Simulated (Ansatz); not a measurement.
# Decaying states in the gap of H3SeBr

Aim: relax a made-up compound, H3SeBr, and see how good a tunnel barrier it would be. It is built by putting Se for O in the H3BrO structure of space group Cm, with the volume rescaled by atomic radii. The parent structure comes from the Materials Project.

Method: PBE DFT, plane waves, PAW files, in the first sound run; inputs show where later runs differ, in Ansatz 0.2.0.

The structure was built from a prototype and need not be the compound's stable phase.

### Step 1. The structure

It takes space group Cm (No. 8, monoclinic). Conventional cell: a = 7.812 Å, b = 5.549 Å, c = 4.963 Å, α = 90.00°, β = 112.77°, γ = 90.00°. Nearest to H lie 1 Se at 1.15 Å. Nearest to Br lie 3 H at 2.33 to 2.34 Å. Nearest to Se lie 3 H at 1.15 Å. It derives from H3BrO. Se for O in the H3BrO structure of space group Cm. Farther neighbours and most contacts between anions are not listed.

### Step 2. Relaxing the new crystal

The substituted atoms don't fit the parent's cell, so cell and atoms relax together. A small smearing keeps the run stable in case the gap closes on the way.

Input file input.yaml:

```yaml
crystal:
  lattice:
    - [3.9060706634, -2.7742641752, 0.0]
    - [3.9060706634, 2.7742641752, 0.0]
    - [-1.9206920015, 0.0, 4.5762263475]
  atoms:
    - { symbol: H, position: [0.685528, 0.685528, 0.647559] }
    - { symbol: H, position: [0.692058, 0.357325, 0.319964] }
    - { symbol: H, position: [0.357325, 0.692058, 0.319964] }
    - { symbol: Br, position: [0.983913, 0.983913, 0.01134] }
    - { symbol: Se, position: [0.539758, 0.539758, 0.463714] }
kpoints:
  mp_grid: { grid: [6, 6, 6] }
scf:
  occupations: { method: gaussian, width: 0.03 }
hamiltonian:
  xc: pbe
output:
  forces: true
  stress: true
relax:
  f_tol: 0.02
  max_steps: 60
  cell: {}
```

Run with:

```bash
> ansatz run input.yaml --threads 2 --pin off --max-ram 4096MiB --backend cpu --events-out ev --progress --plain --runs-dir out
```

Numbers of over 12 decimals in the logs are rounded to 6 here.

What it wrote:

```text
Engine: ansatz 0.2.0, x86_64-unknown-linux-gnu
Pseudopotentials: kind: paw
Pseudopotential: H, paw, valence charge 1, recommended cutoff 420 eV (normal), H.paw.azcp
Pseudopotential: Br, paw, valence charge 7, recommended cutoff 420 eV (normal), Br.paw.azcp
Pseudopotential: Se, paw, valence charge 16, recommended cutoff 420 eV (normal), Se.paw.azcp
Functional definition: PBE
  parameter kappa = 0.804
  parameter beta = 0.066725
  exchange = pbe_x(kappa = kappa, mu = beta*pi^2/3)
  correlation = pbe_c(beta = beta)
Crystal: 5 atoms, lattice volume = 99.180 Å³
Basis set: ecut = 420 eV, 1939 PW (Γ), exchange–correlation on 72×72×72 points (8 copies of the dense FFT grid, shifted against one another)
Bands: 18, of which v1, the nominal top of the filled ones, is band 13 counted from 1 (12 counted from 0)
Symmetry: 2 space group operations
Space group: Cm (ITA 8), of the structure as read, at distance tolerance 4.6e-5 Å
k-points: 68 of 216 (time reversal used)
Non-local potential: H, projectors of the file, l = 0: 2, l = 1: 1
Non-local potential: Br, projectors of the file, l = 0: 2, l = 1: 2, l = 2: 2
Non-local potential: Se, projectors of the file, l = 0: 2, l = 1: 2, l = 2: 3, l = 3: 1
PAW form: soft (Blöchl's): semilocal exchange-correlation on the pseudo side does not see the compensation charge
PAW one-centre angular grid: H, 110 points (default); XC on 64 Gauss nodes
PAW one-centre angular grid: Br, 110 points (default); XC on 64 Gauss nodes
PAW one-centre angular grid: Se, 590 points (default); XC on 64 Gauss nodes
Initial density: superposition of atomic densities (neutral atoms: chi_scale 0, normalization atom), corrected by the library's trained network
Initial wavefunctions: pseudopotential atomic-orbital guess
Functional: x = pbe(κ = 0.804, μ = 0.219515), c = pbe(β = 0.066725)
SCF iter   1: F=—  HF=-8293.526641 eV  |F-HF|=—  |Δ(HF+E_count)|=         —  Δρ=5.13e-3  dr2=3.56e-2  ethr=1.77e-3  ⟨swp⟩=6.8  Hψ=7283  notcnv=0
preconditioner: auto → none  [insulator: Δε(μ)=4.767 eV  Ē_g=13.105 eV  σ=0.030 eV  W_gap=1.00  n_scr=14 (ndim 8)  ℏωp=14.9 eV  f_vac=0.232  D(μ)=0.00/eV (n_scr^D=0)  ε∞_Penn≈2.3]
SCF iter   2: F=—  HF=-8293.516069 eV  |F-HF|=—  |Δ(HF+E_count)|=   1.06e-2  Δρ=2.41e-3  dr2=4.15e-3  ethr=1.37e-4  ⟨swp⟩=3.1  Hψ=2772  notcnv=0  defer=68
SCF iter   3: F=—  HF=-8293.516969 eV  |F-HF|=—  |Δ(HF+E_count)|=   9.00e-4  Δρ=8.80e-4  dr2=5.02e-4  ethr=1.60e-5  ⟨swp⟩=2.0  Hψ=1922  notcnv=0  defer=68
SCF iter   4: F=—  HF=-8293.517733 eV  |F-HF|=—  |Δ(HF+E_count)|=   7.64e-4  Δρ=1.87e-4  dr2=2.03e-5  ethr=1.93e-6  ⟨swp⟩=2.0  Hψ=1972  notcnv=0  defer=68
SCF iter   5: F=—  HF=-8293.517774 eV  |F-HF|=—  |Δ(HF+E_count)|=   4.05e-5  Δρ=3.12e-5  dr2=1.15e-6  ethr=7.81e-8  ⟨swp⟩=2.0  Hψ=1702  notcnv=0  defer=68
SCF iter   6: F=-8293.517774 eV  HF=-8293.517774 eV  |F-HF|=3.97e-8  |Δ(HF+E_count)|=   3.12e-8  Δρ=7.00e-6  dr2=3.61e-8  ethr=3.85e-10  ⟨swp⟩=6.0  Hψ=4741  notcnv=0
SCF 1 converged in 6 iterations: F = -8293.517774 eV  dr2 = 3.61e-8
  greatest PAW one-centre occupation: 1.000 electrons in one spin orbital (limit 2), on the Se atom at site 4 (counted from 0), in its partial waves of l = 2
relax step   1: F+E_penalty+E_count = -8293.51777362 eV  Δ(F+E_penalty+E_count) = +0.000e0 eV  max|allowed force component| = 1.685e1 eV/Å  Δτ_max = 0.0000 Å  P = +30.604 GPa  Ω = 99.180 Å³  (6 SCF iters, dr2 threshold 1.00e-7 eV, accepted)
Crystal: 5 atoms, lattice volume = 104.917 Å³
Basis set: ecut = 420 eV, 2043 PW (Γ), exchange–correlation on 72×72×72 points (8 copies of the dense FFT grid, shifted against one another)
Initial density: handed on by an earlier stage of this run
Initial wavefunctions: those handed on with the density
iter 1 solved again at ethr=1.62e-3 eV; its pass at ethr=3.10e-3 eV (dr2=4.21e-1 eV) is discarded
SCF iter   1: F=—  HF=-8299.088206 eV  |F-HF|=—  |Δ(HF+E_count)|=         —  Δρ=2.60e-2  dr2=4.23e-1  ethr=1.62e-3  ⟨swp⟩=1.0  Hψ=8555  notcnv=0
preconditioner: auto → Resta (q_TF=auto, 2.162 Å⁻¹)  ε∞=2.5  [insulator: Δε(μ)=4.171 eV  Ē_g=11.959 eV  σ=0.030 eV  W_gap=1.00  n_scr=18 (ndim 8)  ℏωp=14.5 eV  f_vac=0.239  D(μ)=0.00/eV (n_scr^D=0)  ε∞_Penn≈2.5]
SCF iter   2: F=—  HF=-8299.011877 eV  |F-HF|=—  |Δ(HF+E_count)|=   7.63e-2  Δρ=1.25e-2  dr2=8.58e-2  ethr=1.62e-3  ⟨swp⟩=3.0  Hψ=2283  notcnv=0
SCF iter   3: F=—  HF=-8299.008146 eV  |F-HF|=—  |Δ(HF+E_count)|=   3.73e-3  Δρ=1.72e-3  dr2=2.70e-3  ethr=3.30e-4  ⟨swp⟩=3.8  Hψ=2825  notcnv=0  defer=68
SCF iter   4: F=—  HF=-8299.008036 eV  |F-HF|=—  |Δ(HF+E_count)|=   1.10e-4  Δρ=5.43e-4  dr2=4.17e-4  ethr=1.04e-5  ⟨swp⟩=2.0  Hψ=2312  notcnv=0  defer=68
SCF iter   5: F=—  HF=-8299.008262 eV  |F-HF|=—  |Δ(HF+E_count)|=   2.26e-4  Δρ=1.26e-4  dr2=2.47e-5  ethr=1.60e-6  ⟨swp⟩=2.0  Hψ=1965  notcnv=0  defer=68
SCF iter   6: F=—  HF=-8299.008300 eV  |F-HF|=—  |Δ(HF+E_count)|=   3.72e-5  Δρ=1.89e-5  dr2=5.04e-7  ethr=9.50e-8  ⟨swp⟩=2.0  Hψ=1572  notcnv=0  defer=68
SCF iter   7: F=-8299.008301 eV  HF=-8299.008301 eV  |F-HF|=6.77e-8  |Δ(HF+E_count)|=   9.98e-7  Δρ=4.47e-6  dr2=3.71e-8  ethr=1.92e-9  ⟨swp⟩=5.0  Hψ=4485  notcnv=0
SCF 2 converged in 7 iterations: F = -8299.008301 eV  dr2 = 3.71e-8
relax step   2: F+E_penalty+E_count = -8299.00830073 eV  Δ(F+E_penalty+E_count) = -5.491e0 eV  max|allowed force component| = 6.604e0 eV/Å  Δτ_max = 0.1950 Å  P = +9.153 GPa  Ω = 104.917 Å³  energy of the carried Pulay correction = -3.812e-3 eV  (7 SCF iters, dr2 threshold 5.00e-7 eV, accepted)
Crystal: 5 atoms, lattice volume = 107.645 Å³
Basis set: ecut = 420 eV, 2109 PW (Γ), exchange–correlation on 72×72×72 points (8 copies of the dense FFT grid, shifted against one another)
iter 1 solved again at ethr=3.11e-4 eV; its pass at ethr=3.10e-3 eV (dr2=8.08e-2 eV) is discarded
SCF iter   1: F=—  HF=-8300.262506 eV  |F-HF|=—  |Δ(HF+E_count)|=         —  Δρ=1.26e-2  dr2=8.08e-2  ethr=3.11e-4  ⟨swp⟩=1.0  Hψ=8833  notcnv=0
preconditioner: auto → Resta (q_TF=auto, 2.153 Å⁻¹)  ε∞=2.6  [insulator: Δε(μ)=4.008 eV  Ē_g=11.459 eV  σ=0.030 eV  W_gap=1.00  n_scr=18 (ndim 8)  ℏωp=14.3 eV  f_vac=0.231  D(μ)=0.00/eV (n_scr^D=0)  ε∞_Penn≈2.6]
SCF iter   2: F=—  HF=-8300.263100 eV  |F-HF|=—  |Δ(HF+E_count)|=   5.95e-4  Δρ=6.65e-3  dr2=2.41e-2  ethr=3.11e-4  ⟨swp⟩=2.1  Hψ=1592  notcnv=0
SCF iter   3: F=—  HF=-8300.267214 eV  |F-HF|=—  |Δ(HF+E_count)|=   4.11e-3  Δρ=6.80e-4  dr2=6.46e-4  ethr=9.28e-5  ⟨swp⟩=3.0  Hψ=2374  notcnv=0
SCF iter   4: F=—  HF=-8300.266780 eV  |F-HF|=—  |Δ(HF+E_count)|=   4.34e-4  Δρ=3.64e-4  dr2=1.40e-4  ethr=2.48e-6  ⟨swp⟩=2.0  Hψ=2362  notcnv=0
SCF iter   5: F=—  HF=-8300.266905 eV  |F-HF|=—  |Δ(HF+E_count)|=   1.25e-4  Δρ=7.80e-5  dr2=1.02e-5  ethr=5.40e-7  ⟨swp⟩=2.0  Hψ=1542  notcnv=0
SCF iter   6: F=-8300.266911 eV  HF=-8300.266910 eV  |F-HF|=7.54e-7  |Δ(HF+E_count)|=   4.98e-6  Δρ=2.17e-5  dr2=4.84e-7  ethr=1.92e-9  ⟨swp⟩=4.0  Hψ=5518  notcnv=0
SCF 3 converged in 6 iterations: F = -8300.266911 eV  dr2 = 4.84e-7
relax step   3: F+E_penalty+E_count = -8300.26691105 eV  Δ(F+E_penalty+E_count) = -1.259e0 eV  max|allowed force component| = 1.930e0 eV/Å  Δτ_max = 0.1959 Å  P = +2.071 GPa  Ω = 107.645 Å³  energy of the carried Pulay correction = -5.551e-3 eV  (6 SCF iters, dr2 threshold 5.00e-7 eV, accepted)
[...]
relax step   4: F+E_penalty+E_count = -8300.45090141 eV  Δ(F+E_penalty+E_count) = -1.840e-1 eV  max|allowed force component| = 1.924e-1 eV/Å  Δτ_max = 0.0776 Å  P = -0.739 GPa  Ω = 107.176 Å³  energy of the carried Pulay correction = -5.255e-3 eV  (6 SCF iters, dr2 threshold 5.00e-7 eV, accepted)
[...]
relax step   5: F+E_penalty+E_count = -8300.47841763 eV  Δ(F+E_penalty+E_count) = -2.752e-2 eV  max|allowed force component| = 7.073e-2 eV/Å  Δτ_max = 0.0411 Å  P = -0.399 GPa  Ω = 105.235 Å³  energy of the carried Pulay correction = -4.017e-3 eV  (6 SCF iters, dr2 threshold 5.00e-7 eV, accepted)
[...]
relax step   6: F+E_penalty+E_count = -8300.48820884 eV  Δ(F+E_penalty+E_count) = -9.791e-3 eV  max|allowed force component| = 1.419e-2 eV/Å  Δτ_max = 0.0261 Å  P = -0.085 GPa  Ω = 103.243 Å³  energy of the carried Pulay correction = -2.722e-3 eV  (6 SCF iters, dr2 threshold 5.00e-7 eV, accepted)
[...]
relax step   7: F+E_penalty+E_count = -8300.48884499 eV  Δ(F+E_penalty+E_count) = -6.361e-4 eV  max|allowed force component| = 1.242e-2 eV/Å  Δτ_max = 0.0063 Å  P = +0.005 GPa  Ω = 102.791 Å³  energy of the carried Pulay correction = -2.425e-3 eV  (5 SCF iters, dr2 threshold 6.72e-8 eV, accepted)
[...]
relax step   8: F+E_penalty+E_count = -8300.48889348 eV  Δ(F+E_penalty+E_count) = -4.849e-5 eV  max|allowed force component| = 1.960e-3 eV/Å  Δτ_max = 0.0026 Å  P = +0.004 GPa  Ω = 103.094 Å³  energy of the carried Pulay correction = -2.624e-3 eV  (6 SCF iters, dr2 threshold 7.45e-9 eV, accepted)
[...]
relax step   9: F+E_penalty+E_count = -8300.48881679 eV  Δ(F+E_penalty+E_count) = +7.669e-5 eV  max|allowed force component| = 2.978e-3 eV/Å  Δτ_max = 0.0023 Å  P = +0.012 GPa  Ω = 103.285 Å³  energy of the carried Pulay correction = -2.750e-3 eV  (7 SCF iters, accepted)
Initial wavefunctions: pseudopotential atomic-orbital guess (no wavefunctions were taken with the density)
iter 1 solved again at ethr=3.02e-7 eV; its pass at ethr=3.10e-3 eV (dr2=7.86e-5 eV) is discarded
SCF iter   1: F=—  HF=-8300.484495 eV  |F-HF|=—  |Δ(HF+E_count)|=         —  Δρ=5.78e-4  dr2=1.44e-5  ethr=3.02e-7  ⟨swp⟩=3.9  Hψ=9977  notcnv=0
preconditioner: auto → none  [insulator: Δε(μ)=4.093 eV  Ē_g=11.366 eV  σ=0.030 eV  W_gap=1.00  n_scr=14 (ndim 8)  ℏωp=14.6 eV  f_vac=0.219  D(μ)=0.00/eV (n_scr^D=0)  ε∞_Penn≈2.7]
SCF iter   2: F=—  HF=-8300.490123 eV  |F-HF|=—  |Δ(HF+E_count)|=   5.63e-3  Δρ=2.90e-4  dr2=3.51e-6  ethr=5.55e-8  ⟨swp⟩=2.1  Hψ=2117  notcnv=0
SCF iter   3: F=—  HF=-8300.492341 eV  |F-HF|=—  |Δ(HF+E_count)|=   2.22e-3  Δρ=6.31e-5  dr2=6.68e-7  ethr=1.35e-8  ⟨swp⟩=2.0  Hψ=2075  notcnv=0
SCF iter   4: F=—  HF=-8300.492444 eV  |F-HF|=—  |Δ(HF+E_count)|=   1.04e-4  Δρ=8.31e-6  dr2=3.77e-8  ethr=2.57e-9  ⟨swp⟩=2.0  Hψ=1763  notcnv=0
SCF iter   5: F=—  HF=-8300.492446 eV  |F-HF|=—  |Δ(HF+E_count)|=   1.21e-6  Δρ=2.11e-6  dr2=6.39e-9  ethr=1.45e-10  ⟨swp⟩=2.0  Hψ=1768  notcnv=0
SCF iter   6: F=—  HF=-8300.492446 eV  |F-HF|=—  |Δ(HF+E_count)|=   6.70e-9  Δρ=6.52e-7  dr2=3.21e-10  ethr=2.46e-11  ⟨swp⟩=2.3  Hψ=1683  notcnv=0
SCF iter   7: F=-8300.492446 eV  HF=-8300.492446 eV  |F-HF|=4.07e-10  |Δ(HF+E_count)|=   2.83e-9  Δρ=1.84e-7  dr2=2.40e-11  ethr=1.00e-12  ⟨swp⟩=5.0  Hψ=4531  notcnv=0
SCF 10 converged in 7 iterations: F = -8300.492446 eV  dr2 = 2.40e-11
relax step  10: F+E_penalty+E_count = -8300.49244572 eV  Δ(F+E_penalty+E_count) = -3.629e-3 eV  max|allowed force component| = 2.354e-3 eV/Å  Δτ_max = 0.0000 Å  P = -0.009 GPa  Ω = 103.285 Å³  stress off target by 4.29e-2 GPa  SCF on the basis re-selected at this cell (its energy is not comparable with the rows above)  (7 SCF iters)
basis re-selected at this cell: Δ(F+E_penalty+E_count) = -3.629e-3 eV, ΔP = -0.021 GPa vs the last step (what re-selecting the basis moved, of the pressure what is left beyond the Pulay correction that the steps carried, after the strain that the cell walked since its last selection, with what the two solves' SCF thresholds leave and, on support functions, any second-order correction that the steps lacked; it is no m [...]
SCF converged after 7 iterations
Free energy (F): -8300.492446 eV
Harris-Foulkes:  -8300.492446 eV  (|F-HF|=4.07e-10)
Internal energy: -8300.492446 eV  (E = F + TS)
E sigma→0 (E₀):  -8300.492446 eV
Fermi energy:    2.246366 eV
--- Per-component energies (eV) ---
  E_band       = -550.173907
  E_kinetic    = 287.587920
  E_local      = -3594.623143  (includes V_loc(G=0)·N_el)
  E_nonlocal   = -520.478980
  E_hartree    = 1652.843671
  E_xc         = -393.473568
  E_vxc        = -233.594703  (∫ρ·V_xc dr)
  E_paw        = -4159.584051  (= ΣΔE_a)
  E_vpaw       = 205.251691  (= ΣTr[D̂ρ^β])
  E_aug_tail   = -0.003962  (compensation charges beyond the density's cutoff)
  E_ewald      = -1572.760331
  E_smearing   = -0.000000  (= −TS)
  E_closure    = -0.000000  (closes the sum)
  Σ components = -8300.492446   (vs F -8300.492446, Δ=0.00e0)
--- Forces (eV/Å), atoms counted from 1 ---
  atom   1  H      0.00196696    -0.00000000     0.00235404
  atom   2  H     -0.00024670    -0.00164857    -0.00075067
  atom   3  H     -0.00024670     0.00164857    -0.00075067
  atom   4  Br    -0.00150890    -0.00000000    -0.00010571
  atom   5  Se     0.00003400     0.00000000    -0.00074658
  max |Σ_I F_I| component: 1.33e-6 eV/Å
--- Stress (GPa, compression-positive) ---
        0.033175       0.000000      -0.025812
        0.000000      -0.027106       0.000000
       -0.025812       0.000000      -0.034123
  P = ⅓ Tr σ = -0.0094 GPa (-0.094 kbar)
--- Relaxed structure (9 steps of the walk, 9 accepted, 1 SCFs on fresh bases) ---
  F+E_penalty+E_count = -8300.49244572 eV   max|allowed force component| = 2.354e-3 eV/Å   (the final SCF, on the basis selected at the relaxed cell)
  cell:  # Å, volume = 103.2850 Å³
    - [4.244300, -2.742844, -0.175882]
    - [4.244300, 2.742844, -0.175882]
    - [-2.293063, 1.5025689397677237e-17, 4.531113]
  atoms:
    - { symbol: H, position: [0.715882, 0.715882, 0.694232] }
    - { symbol: H, position: [0.716700, 0.308975, 0.288197] }
    - { symbol: H, position: [0.308975, 0.716700, 0.288197] }
    - { symbol: Br, position: [1.008712, 1.008712, -0.00331735] }
    - { symbol: Se, position: [0.508313, 0.508313, 0.495232] }
```

Wall time 47 s (2 threads of Intel Xeon Platinum 8259CL at 2.50GHz (Skylake/Cascade Lake), shared host); peak memory 0.55 GiB; 93 s of CPU time.

Step by step:

```
step  energy less that of the first step (eV)  largest force component (eV/Å)  pressure (GPa)  volume (Å³)
   1                                   0.0000                         16.8471           30.60        99.18
   2                                  -5.4905                          6.6036            9.15       104.92
   3                                  -6.7491                          1.9304            2.07       107.65
   4                                  -6.9331                          0.1924           -0.74       107.18
   5                                  -6.9606                          0.0707           -0.40       105.24
   6                                  -6.9704                          0.0142           -0.08       103.24
   7                                  -6.9711                          0.0124            0.01       102.79
   8                                  -6.9711                          0.0020            0.00       103.09
   9                                  -6.9710                          0.0030            0.01       103.29
 10*                                  -6.9747                          0.0024           -0.01       103.29
```

Relaxation steps marked * repeat the geometry before them on a plane-wave basis chosen anew for their cell, so energy and pressure can jump there.

The run keeps the 2 symmetry operations that it works with, so distortions that break them were not tested.

```
     cell as run  before   after  change
           a (Å)   4.791   5.057  +5.5 %
           b (Å)   4.791   5.057  +5.5 %
           c (Å)   4.963   5.078  +2.3 %
           α (°)  108.39  114.21  +5.4 %
           β (°)  108.39  114.21  +5.4 %
           γ (°)   70.77   65.70  -7.2 %
volume (Å³/atom)   19.84   20.66  +4.1 %
```

The atoms that moved most (Å, as changes of fractional coordinates times the final cell):

```
atom      dx      dy      dz  length
 Se5  -0.339   0.000   0.154   0.372
 Br4   0.244   0.000  -0.075   0.255
  H1   0.151   0.000   0.201   0.251
  H3  -0.028   0.200  -0.140   0.246
  H2  -0.028  -0.200  -0.140   0.246
```

Numbers from this step:

```yaml
free_energy: -8300.4924 eV
fermi_energy: 2.246 eV
pressure: -0.009351 GPa
```

The largest force component on a free atom ends at 0.0024 eV/Å.

### Step 3. Band edges

The energy window and the wavevectors of the next steps follow from the band edges, so these are searched first, off the mesh as well.

Input file input.yaml:

```yaml
crystal:
  lattice:
    - [4.2442999815, -2.7428435552, -0.175881536]
    - [4.2442999815, 2.7428435552, -0.175881536]
    - [-2.2930631617, 0.0, 4.5311132214]
  atoms:
    - { symbol: H, position: [0.7158821572, 0.7158821572, 0.6942318836] }
    - { symbol: H, position: [0.7167000584, 0.3089750989, 0.2881971763] }
    - { symbol: H, position: [0.3089750989, 0.7167000584, 0.2881971763] }
    - { symbol: Br, position: [1.0087121009, 1.0087121009, -0.0033173451] }
    - { symbol: Se, position: [0.5083125846, 0.5083125846, 0.4952321089] }
kpoints:
  mp_grid: { grid: [6, 6, 6] }
  band_path: { path: [VBM, CBM], npoints: 30 }
scf:
  occupations: { method: fixed }
hamiltonian:
  xc: pbe
output:
  eigenvalues: true
  write_potential: true
  write_density: true
  volumetric_format: npy
```

What it wrote:

```text
[...]
Crystal: 5 atoms, lattice volume = 103.285 Å³
Basis set: ecut = 420 eV, 2045 PW (Γ)
Bands: 18, of which v1, the nominal top of the filled ones, is band 13 counted from 1 (12 counted from 0)
Symmetry: 2 space group operations
[...]
k-points: 68 of 216 (time reversal used)
[...]
SCF iter   1: F=—  HF=-8300.497059 eV  |F-HF|=—  |Δ(HF+E_count)|=         —  Δρ=2.81e-3  dr2=1.95e-2  ethr=1.77e-3  ⟨swp⟩=5.4  Hψ=5611  notcnv=0  defer=195
[...]
SCF iter   6: F=-8300.492544 eV  HF=-8300.492544 eV  |F-HF|=4.44e-8  |Δ(HF+E_count)|=   1.58e-6  Δρ=7.38e-6  dr2=3.05e-8  ethr=3.85e-10  ⟨swp⟩=9.4  Hψ=5281  notcnv=0
SCF 1 converged in 6 iterations: F = -8300.492544 eV  dr2 = 3.05e-8
[...]
NSCF: frozen V_eff on 68 k-points
[...]
SCF converged after 6 iterations
Free energy (F): -8300.492544 eV
[...]
Internal energy: -8300.492544 eV  (E = F + TS)
E sigma→0 (E₀):  -8300.492544 eV
Fermi energy:    0.191334 eV
[...]
--- Band table (eV; the first three rows and the last of 68) ---
  k-point 0: bands = [... 9 lower, -2.8460, -0.1515, -0.1493, -0.1343, 4.3010, 4.7247, 4.7306, 6.9788, ... 1 higher]
  k-point 1: bands = [... 9 lower, -2.8517, -0.3967, -0.3036, -0.2431, 4.8229, 5.0137, 5.0490, 7.0862, ... 1 higher]
  k-point 2: bands = [... 9 lower, -2.8668, -0.7885, -0.5783, -0.4678, 5.5369, 5.7481, 6.1199, 7.3569, ... 1 higher]
  k-point 67: bands = [... 9 lower, -2.9498, -0.9805, -0.8314, -0.8212, 6.2834, 6.2927, 7.1801, 7.8788, ... 1 higher]
```

Elapsed: 19 s, on 2 threads; peak memory 0.49 GiB.

Reading the cycles: dr2 is the Hartree energy of the density residual (eV), the measure of convergence; HF is the Harris–Foulkes estimate of the energy, which meets the free energy F at convergence.

Numbers from this step:

```yaml
free_energy: -8300.4925 eV
fermi_energy: 0.1913 eV
gap_on_the_k_mesh: 4.110 eV
gap_on_path: 4.110 eV, by band count; negative where bands overlap
direct_gap_on_path: 4.418 eV
edge_places_on_path: 0, 1.141 1/A along the path
```

The electronic bands at the labelled points (eV, zero at the Fermi level (highest filled level under fixed occupations); v1 is the highest filled band, c1 the lowest empty one):

```
  point     v4     v3     v2     v1    c1    c2    c3    c4
    VBM  -3.60  -0.24  -0.21   0.00  4.42  4.65  5.73  5.84
halfway  -3.21  -1.02  -0.79  -0.20  4.59  5.83  6.64  7.24
    CBM  -3.04  -0.34  -0.34  -0.33  4.11  4.53  4.54  6.79
```

The searched edges give 4.11 eV, as on the mesh.

(Continued in part 2 of 4.)

[Logs are printed without paths, hosts, clocks, repeated set-up lines and the standing remarks that a program may print on its own settings, such as how far it seeks lower states.]

[Hosts, paths, dates, database ids (printed as entryN), source tags and the programs' standing remarks are cut or masked in the printed files.]
